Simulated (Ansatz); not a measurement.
# Electron scattering at the Σ9 (221) boundary in fcc Pt, starting shift (0.25, 0.5), part 2 of 3

Wanted: what the Σ9 (221) boundary in fcc Pt, starting shift (0.25, 0.5) costs an interconnect.

Ansatz 0.2.0; Ansatz plane-wave DFT, PBE, PAW files; relaxation of a bicrystal slab with its lowest layers held; PAW set soft_1 (the session's first sound run).

So far. Step 2 (Relaxing the bicrystal): The largest force component on a free atom ends at 0.011 eV/Å, under the tolerance of 0.03, after 14 steps.

**3. Transmission across the boundary**

Bulk layers of each grain are laid under and over the relaxed boundary, and a lead is named in the middle of each, away from the free faces. The mesh across the current, 22×8, is finer than the density's, because channels open and close sharply across the zone. Energies from -0.1 to 0.1 eV in steps of 0.05 eV are too few for the program's thermal sum, so it prints no conductance; for a metal the transmission near the Fermi level serves, at a fraction of the cost.

This step: Ansatz plane-wave DFT, PBE, PAW files; ballistic transport by layer matching (Landauer), zero bias; boundary relaxed in a short slab, bulk layers laid on; PAW set soft_1 (Ansatz 0.2.0).

System of this step: Σ9 (221) boundary in fcc Pt, starting shift (0.25, 0.5). The cell holds 66 atoms: 66 Pt. Cell: a = 2.773 Å, b = 8.319 Å, c = 51.255 Å, α = 90.0°, β = 90.0°, γ = 90.0°. It derives from Pt. Regions: lower grain, 27 atoms (27 Pt); boundary, 18 atoms (18 Pt); upper grain, 21 atoms (21 Pt). Vacuum lies along c.

input.yaml reads:

```yaml
crystal:
  lattice:
    - [2.7731313745, 0.0, 0.0]
    - [0.0, 8.3193941234, 0.0]
    - [0.0, 0.0, 51.2553177377]
  atoms:
    - { symbol: Pt, position: [-17.9999999993, -9.9999999997, 0.0780406829] }
    - { symbol: Pt, position: [-17.4999999993, -9.7222222219, 0.0907931809] }
    - { symbol: Pt, position: [-16.9999999993, -9.4444444442, 0.1035456788] }
    - { symbol: Pt, position: [-16.4999999994, -9.1666666664, 0.1162981767] }
    - { symbol: Pt, position: [-15.9999999994, -8.8888888886, 0.1290506746] }
    - { symbol: Pt, position: [-15.4999999994, -8.6111111109, 0.1418031726] }
    - { symbol: Pt, position: [-14.9999999994, -8.3333333331, 0.1545556705] }
    - { symbol: Pt, position: [-14.4999999994, -8.0555555553, 0.1673081684] }
    - { symbol: Pt, position: [-13.9999999995, -7.7777777776, 0.1800606664] }
    - { symbol: Pt, position: [-13.4999999995, -7.4999999998, 0.1928131643] }
    - { symbol: Pt, position: [-12.9999999995, -7.222222222, 0.2055656622] }
    - { symbol: Pt, position: [-12.4999999995, -6.9444444442, 0.2183181601] }
    - { symbol: Pt, position: [-11.9999999995, -6.6666666665, 0.2310706581] }
    - { symbol: Pt, position: [-11.4999999995, -6.3888888887, 0.243823156] }
    - { symbol: Pt, position: [-10.9999999996, -6.1111111109, 0.2565756539] }
    - { symbol: Pt, position: [-10.4999999996, -5.8333333332, 0.2693281519] }
    - { symbol: Pt, position: [-9.9999999996, -5.5555555554, 0.2820806498] }
    - { symbol: Pt, position: [-9.4999999996, -5.2777777776, 0.2948331477] }
    - { symbol: Pt, position: [-8.9999999996, -4.9999999998, 0.3075856457] }
    - { symbol: Pt, position: [-8.4999999997, -4.7222222221, 0.3203381436] }
    - { symbol: Pt, position: [-7.9999999997, -4.4444444443, 0.3330906415] }
    - { symbol: Pt, position: [-7.4999999997, -4.1666666665, 0.3458431394] }
    - { symbol: Pt, position: [-6.9999999997, -3.8888888888, 0.3585956374] }
    - { symbol: Pt, position: [-6.4999999997, -3.611111111, 0.3713481353] }
    - { symbol: Pt, position: [-5.9999999997, -3.3333333332, 0.3841006332] }
    - { symbol: Pt, position: [-5.4999999998, -3.0555555554, 0.3968531312] }
    - { symbol: Pt, position: [-4.9999999998, -2.7777777777, 0.4096056291] }
    - { symbol: Pt, position: [0.5000000002, 0.5000000001, 0.422358127] }
    - { symbol: Pt, position: [0.0011511512, 0.784088324, 0.436695209] }
    - { symbol: Pt, position: [0.5014400569, 0.0677140489, 0.4493330974] }
    - { symbol: Pt, position: [0.001769321, 0.3451069111, 0.4627285707] }
    - { symbol: Pt, position: [0.5019782469, 0.6236669454, 0.4754255106] }
    - { symbol: Pt, position: [0.0024480746, 0.9094551895, 0.4881646848] }
    - { symbol: Pt, position: [0.5028088007, 0.1873247291, 0.5028485613] }
    - { symbol: Pt, position: [0.0024617591, 0.470191049, 0.5158275659] }
    - { symbol: Pt, position: [0.5027287698, 0.7417139548, 0.5269205339] }
    - { symbol: Pt, position: [0.0025867382, 0.0180565687, 0.5425867248] }
    - { symbol: Pt, position: [0.5014355591, 0.3055019913, 0.5537594895] }
    - { symbol: Pt, position: [0.5034060281, 0.8047203937, 0.576480047] }
    - { symbol: Pt, position: [0.0041388481, 0.5187049277, 0.5879129052] }
    - { symbol: Pt, position: [0.5051889681, 0.2422770111, 0.603056005] }
    - { symbol: Pt, position: [0.0053944859, 0.9703688442, 0.6141849939] }
    - { symbol: Pt, position: [0.5063746674, 0.6891538695, 0.6276050169] }
    - { symbol: Pt, position: [0.0066595798, 0.4094765408, 0.6420506418] }
    - { symbol: Pt, position: [0.5069954094, 0.1228249665, 0.6541568606] }
    - { symbol: Pt, position: [-4.9930045906, -2.1549528113, 0.6669093585] }
    - { symbol: Pt, position: [-5.4930045906, -2.4327305891, 0.6796618564] }
    - { symbol: Pt, position: [-5.9930045906, -2.7105083668, 0.6924143543] }
    - { symbol: Pt, position: [-6.4930045906, -2.9882861446, 0.7051668523] }
    - { symbol: Pt, position: [-6.9930045906, -3.2660639224, 0.7179193502] }
    - { symbol: Pt, position: [-7.4930045905, -3.5438417001, 0.7306718481] }
    - { symbol: Pt, position: [-7.9930045905, -3.8216194779, 0.7434243461] }
    - { symbol: Pt, position: [-8.4930045905, -4.0993972557, 0.756176844] }
    - { symbol: Pt, position: [-8.9930045905, -4.3771750334, 0.7689293419] }
    - { symbol: Pt, position: [-9.4930045905, -4.6549528112, 0.7816818399] }
    - { symbol: Pt, position: [-9.9930045904, -4.932730589, 0.7944343378] }
    - { symbol: Pt, position: [-10.4930045904, -5.2105083668, 0.8071868357] }
    - { symbol: Pt, position: [-10.9930045904, -5.4882861445, 0.8199393336] }
    - { symbol: Pt, position: [-11.4930045904, -5.7660639223, 0.8326918316] }
    - { symbol: Pt, position: [-11.9930045904, -6.0438417001, 0.8454443295] }
    - { symbol: Pt, position: [-12.4930045904, -6.3216194778, 0.8581968274] }
    - { symbol: Pt, position: [-12.9930045903, -6.5993972556, 0.8709493254] }
    - { symbol: Pt, position: [-13.4930045903, -6.8771750334, 0.8837018233] }
    - { symbol: Pt, position: [-13.9930045903, -7.1549528112, 0.8964543212] }
    - { symbol: Pt, position: [-14.4930045903, -7.4327305889, 0.9092068191] }
    - { symbol: Pt, position: [-14.9930045903, -7.7105083667, 0.9219593171] }
kpoints:
  mp_grid: { grid: [9, 3, 1] }
hamiltonian:
  xc: pbe
  pseudopotentials: { kind: paw, azcp: { folder: soft_1 } }
scf:
  occupations: { method: fermi_dirac, width: 0.1 }
output:
  transmission:
    leads: [[14, 15], [54, 55]]
    kmesh: [22, 8]
    e_range: [-0.1, 0.1]
    de: 0.05
  write_potential: true
  write_density: true
  volumetric_format: npy
  elf: true
```

Launch:

```bash
$ ansatz run input.yaml --threads 4 --pin off --max-ram 15360MiB --backend cpu --events-out ev --progress --plain --runs-dir out
```

Numbers of over 12 decimals in the logs are rounded to 6 here.

The log of the run:

```text
[...]
Crystal: 66 atoms, lattice volume = 1182.500 Å³
Basis set: ecut = 420 eV, 23229 PW (Γ)
Bands: 713, of which v1, the nominal top of the filled ones, is band 594 counted from 1 (593 counted from 0)
Symmetry: 1 space group operations
[...]
k-points: 14 of 27 (time reversal used)
[...]
SCF iter   1: F=—  HF=-826648.766007 eV  |F-HF|=—  |Δ(HF+E_count)|=         —  Δρ=8.09e-2  dr2=1.42e2  ethr=3.10e-3  ⟨swp⟩=6.0  Hψ=34334  notcnv=0  defer=648
[...]
SCF iter  13: F=-826626.159598 eV  HF=-826626.159598 eV  |F-HF|=8.96e-8  |Δ(HF+E_count)|=   2.72e-8  Δρ=1.43e-6  dr2=9.57e-8  ethr=8.42e-12  ⟨swp⟩=12.1  Hψ=37541  notcnv=0
SCF 1 converged in 13 iterations: F = -826626.159598 eV  dr2 = 9.57e-8
[...]
transmission: 648 of 6480 steps passed
transmission: 1296 of 6480 steps passed
[...]
transmission: 6480 of 6480 steps passed
WARN: The output density's exchange-correlation potential varies sharply where the density is thin. Do not read a vacuum level from v_tot or v_xc, or from such a field of the output density. On a cell that repeats whose density bears no net charge and no dipole along the vacuum's axis use v_es (v_loc + v_h of the components); under efield.dipole_correction with no amplitude use v_es + v_field, which holds any externa [...]
SCF converged after 13 iterations
Free energy (F): -826626.159598 eV
[...]
Internal energy: -826622.577522 eV  (E = F + TS)
E sigma→0 (E₀):  -826624.368560 eV
Entropy (-TS):   -3.582076 eV (-54.274 meV/atom)
Fermi energy:    18.793833 eV
[...]
--- Band table (eV; the first three rows and the last of 14) ---
  k-point 0: bands = [... 590 lower, 18.3944, 18.4011, 18.4349, 18.4689, 18.4792, 18.4797, 18.4953, 18.5276, ... 115 higher]
  k-point 1: bands = [... 590 lower, 18.5128, 18.5381, 18.5748, 18.5862, 18.6040, 18.6107, 18.6185, 18.6427, ... 115 higher]
  k-point 2: bands = [... 590 lower, 18.5470, 18.5504, 18.5543, 18.5643, 18.5753, 18.5837, 18.5881, 18.6155, ... 115 higher]
  k-point 13: bands = [... 590 lower, 19.1465, 19.1596, 19.1833, 19.2039, 19.2401, 19.2458, 19.4068, 19.5811, ... 115 higher]
--- Transmission ---
  basis      : 203 plane waves across, 72 finite elements along
  points     : 90, standing for a mesh of 22 x 8
  energies   : 5 from -0.100000 to 0.100000 eV about the Fermi level, 0.050000 eV apart; the leads are filled to 0.000000 eV, and channels, transmission and decay are at 0.000000 eV
  crystal 0  : Pt4, at the sites [14, 15], period 2.6145 Å, over 18.30 Å; its Hamiltonian steps by up to 27.6 meV: too much for a lead, lay more layers or, if its atoms are ordered, name the step of that order
    offset         : up to 0.0000 Å between an atom of the period and one for which it stands
    channels       : 6.073864e0 a spin
    conductance    : none, the energies end too early or step too widely for 300 K: set another output.transmission.e_range or a lower de, or, where they end at an eighth of basis.ecutwfc, a higher one
[...]
channels       : 6.085227e0 a spin
[...]
junction   : crystal 0 to crystal 1, 12.82 to 38.43 Å
    transmission   : 2.773551e0 a spin
[...]
```

The job ended after 41 min (4 threads of Arm Neoverse V1, shared host; peak memory 12 GiB).

This step gave:

```yaml
free_energy: -826626.1596 eV
energy_at_zero_smearing: -826624.3686 eV
fermi_energy: 18.79 eV
cell_area: 23.07 Å²
transmission_per_spin_nearest_the_fermi_level: 2.774
open_channels_per_spin_nearest_the_fermi_level: 6.074
open_channels_per_spin_upper_lead: 6.085
step_of_the_lead_s_potential: 27.6 meV
step_of_the_upper_lead_s_potential: 25.5 meV
```

Per spin. Table of transmission, zone mean by energy, zero at the Fermi level:

| energy (eV) | transmission, zone mean |
| --- | --- |
| -0.1000 | 2.94 |
| -0.0500 | 2.86 |
| 0.0000 | 2.77 |
| 0.0500 | 2.60 |
| 0.1000 | 2.44 |

Per spin. The open channels, zone mean by energy, zero at the Fermi level:

| energy (eV) | lead | upper lead |
| --- | --- | --- |
| -0.1000 | 6.93 | 6.92 |
| -0.0500 | 6.56 | 6.53 |
| 0.0000 | 6.07 | 6.09 |
| 0.0500 | 5.44 | 5.43 |
| 0.1000 | 4.94 | 4.94 |

Transmission over k1 and k2. At 0.0000 eV from the Fermi level.

Values, 8 rows by 16 columns, each cell a mean:
```
3.78 2.82 2.50 3.20 2.90 2.34 2.18 3.30 5.03 2.94 2.09 2.48 2.99 3.09 2.40 3.14
3.36 2.79 2.75 3.05 2.47 1.90 2.51 2.52 4.03 2.43 2.49 1.87 2.62 3.06 2.70 2.88
2.53 2.63 2.76 2.58 2.27 2.67 2.41 2.29 3.83 2.20 2.59 2.53 2.30 2.70 2.72 2.61
1.42 1.83 1.63 2.74 3.35 2.89 2.16 3.53 4.24 2.99 2.27 3.12 3.36 2.30 1.68 1.76
2.53 2.62 2.76 2.58 2.26 2.66 2.41 2.29 3.83 2.20 2.59 2.54 2.30 2.70 2.72 2.61
3.37 2.80 2.75 3.05 2.47 1.88 2.49 2.52 4.03 2.45 2.52 1.88 2.63 3.06 2.70 2.86
3.77 2.83 2.51 3.20 2.87 2.31 2.16 3.29 5.03 2.95 2.11 2.51 3.01 3.08 2.38 3.14
3.74 1.86 2.17 3.32 3.20 2.95 3.20 3.78 4.81 3.63 3.10 2.98 3.26 3.14 1.67 2.45
```
Columns: k1 (b1) from -0.5 to 0.455; rows upwards: k2 (b2) from -0.5 to 0.375.

Open channels over k1 and k2. At 0.0000 eV from the Fermi level.

Values, 8 rows by 16 columns, each cell a mean:
```
9.5 6.9 5.2 5.4 5.4 4.1 4.9 7.5 8.7 6.9 4.4 4.4 5.6 5.1 5.5 7.5
6.0 6.0 6.6 5.0 4.4 5.1 6.0 5.3 6.5 5.5 5.9 4.6 4.6 5.4 6.5 6.0
6.0 6.0 6.8 7.0 7.6 6.2 5.1 4.7 6.5 4.5 5.6 6.7 7.4 7.0 6.5 6.0
6.0 4.9 6.5 8.4 9.0 7.4 4.0 6.2 7.0 5.4 4.4 8.4 9.0 7.9 5.6 5.5
6.0 6.0 6.8 7.0 7.6 6.2 5.1 4.7 6.5 4.5 5.6 6.7 7.4 7.0 6.5 6.0
6.0 6.0 6.6 5.0 4.4 5.1 6.0 5.3 6.5 5.5 5.9 4.6 4.6 5.4 6.5 6.0
9.5 6.9 5.2 5.4 5.4 4.1 4.9 7.5 8.7 6.9 4.4 4.4 5.6 5.1 5.5 7.5
9.5 5.8 4.2 6.0 6.0 6.0 6.0 7.5 8.0 6.9 6.0 6.0 6.0 5.6 4.0 6.9
```
Columns: k1 (b1) from -0.5 to 0.455; rows upwards: k2 (b2) from -0.5 to 0.375.

Electrostatic potential energy in the cb plane at fractional x = 0.000, with atoms of Pt within 0.2 Å of it. With pseudopotentials it is smooth inside the atoms' cores, unlike the true potential.

Ten even steps from '0' (-53 eV) to '9' (24 eV), each cell a mean:
```
99999999999998656898400027998778999999999999
89999999999999989998510038974226899999999999
79998899999999999999753368861002799999999999
79864578999999999999988889851002799999999999
88720037999999999999999999973114899999999999
98510017998778999999999999987668999999999999
99620037984224899999999999999999999999999999
99863468862001699988899999999999999999999999
99988889961001688744689999999999999999999999
99999999984114897300269999999999999999999999
99999999998668997200158987678999999999999999
99999999999999997300268851137999999999999999
88899999999999998744689720015899888999999999
43579999999999999988899730015897435799999999
00158999999999999999999862247984001589999999
00048986568999999999999987789983000489999999
10268852126899999999999999999985102689999999
54689830004899878999999999999998546899999999
88999840004897424799999999999999989999999999
99999963237884100489998999999999999999999999
99999998789984000389865689999999999999999999
99999999999986201588620148999999999999999999
```
Columns run along c (16.0 Å, from fractional 0.69 to 1.00 of the cell; values clipped at the 3rd and 97th percentile), rows up along b (8.3 Å). Atoms in or near the plane, at fractional coordinates: Pt at (0.69, 0.29), Pt at (0.72, 0.73), Pt at (0.74, 0.18), Pt at (0.77, 0.62), Pt at (0.79, 0.07), Pt at (0.82, 0.51), Pt at (0.85, 0.96), Pt at (0.87, 0.40), Pt at (0.90, 0.85), Pt at (0.92, 0.29).

ELF in the cb plane at fractional x = 0.000, with atoms of Pt within 0.2 Å of it. It is the smooth field of the valence electrons, not physical close to the nuclei.

Ten even steps from '0' (0.00) to '9' (0.59), each cell a mean:
```
34443222344444676444799984434555321000000000
44443322344433344444699984457897532100000000
44444433344432234444589754479999642100000000
54457864444322234443345443479999642100000000
44589984444433334443223343468997532100000000
44699985444565444432223344345664432100000000
44589985447897444433223444333344432100000000
44478754468998544444433444322344443210000000
43345444458999644578644443322344543210000000
43223344447997545899854444333344443210000000
43222344445664445899964445654344443210000000
33223444333344444899854468985334444321000000
45433444322234444687544589996334554432100000
78754444322234443344444489996445788532100000
99964444433344432233444469975458999742100000
99974445764444432223444346543458999843100000
99864468996444433234443333443347999742100000
77644489997444455434443222344445787532100000
44444479997445788644443222344433444321000000
23444468975447999744444433444433222210000000
23444345544447999844457754444432111000000000
33444323344446998644689974444433210000000000
```
Columns run along c (16.0 Å, from fractional 0.69 to 1.00 of the cell), rows up along b (8.3 Å). Atoms in or near the plane, at fractional coordinates: Pt at (0.69, 0.29), Pt at (0.72, 0.73), Pt at (0.74, 0.18), Pt at (0.77, 0.62), Pt at (0.79, 0.07), Pt at (0.82, 0.51), Pt at (0.85, 0.96), Pt at (0.87, 0.40), Pt at (0.90, 0.85), Pt at (0.92, 0.29).

Valence density in the cb plane at fractional x = 0.000, with atoms of Pt within 0.2 Å of it. It is the smooth field of the valence electrons, not physical close to the nuclei.

Ten even steps from '0' (0 e/Å³) to '9' (11 e/Å³), each cell a mean:
```
00000000000000111000269830000000000000000000
00000000000000000000158720002431000000000000
00000000000000000000023210015883000000000000
00012200000000000000000000016984000000000000
00136620000000000000000000003552000000000000
00159940000010000000000000000110000000000000
00147730002442000000000000000000000000000000
00012210014884100000000000000000000000000000
00000000014894100022100000000000000000000000
00000000002552000367410000000000000000000000
00000000000110001499610000100000000000000000
00000000000000000367410014530000000000000000
00000000000000000022100038961000000000000000
23100000000000000000000038951000232000000000
68510000000000000000000013420002685100000000
89620001110000000000000000000003897200000000
56410014641000000000000000000002574100000000
12100027972000000000000000000000121000000000
00000027862000232100000000000000000000000000
00000013420002686200000000000000000000000000
00000000000002798300011100000000000000000000
00000000000001464100146520000000000000000000
```
Columns run along c (16.0 Å, from fractional 0.69 to 1.00 of the cell), rows up along b (8.3 Å). Atoms in or near the plane, at fractional coordinates: Pt at (0.69, 0.29), Pt at (0.72, 0.73), Pt at (0.74, 0.18), Pt at (0.77, 0.62), Pt at (0.79, 0.07), Pt at (0.82, 0.51), Pt at (0.85, 0.96), Pt at (0.87, 0.40), Pt at (0.90, 0.85), Pt at (0.92, 0.29).

Over the solved energies the transmission per spin lies between 2.44 and 2.94, out of 5.99 channels of the lead on average (up to 6.93). The log calls the step of a lead's potential too much.

**4. Specific resistance**

This step: Ansatz plane-wave DFT, PBE, PAW files; ballistic transport by layer matching (Landauer), zero bias; specific resistance of the boundary; PAW set soft_1 (Ansatz 0.2.0).

Numbers from this step:

```yaml
area_resistance: 0.5955 fΩ m²
t_over_the_leads_mean_channel_count: 0.4552
```

Averaged over the energies near the Fermi level, 45.5 % of the channels pass, which makes 0.595 fΩ m².

By hand, with T and the leads' channels N averaged over the energies near the Fermi level: RA = A (h/2e²)(1/T − ½[1/N₁ + 1/N₂]) = 23.07×10⁻²⁰ m² × 12 906 Ω × (1/2.724 − ½[1/5.987 + 1/5.981]) = 0.595 fΩ m².

(Part 2 of 3 ends here.)

[Logs are printed without paths, hosts, clocks, repeated set-up lines and the standing remarks that a program may print on its own settings, such as how far it seeks lower states.]

[Hosts, paths, dates, database ids (printed as entryN), source tags and the programs' standing remarks are cut or masked in the printed files.]
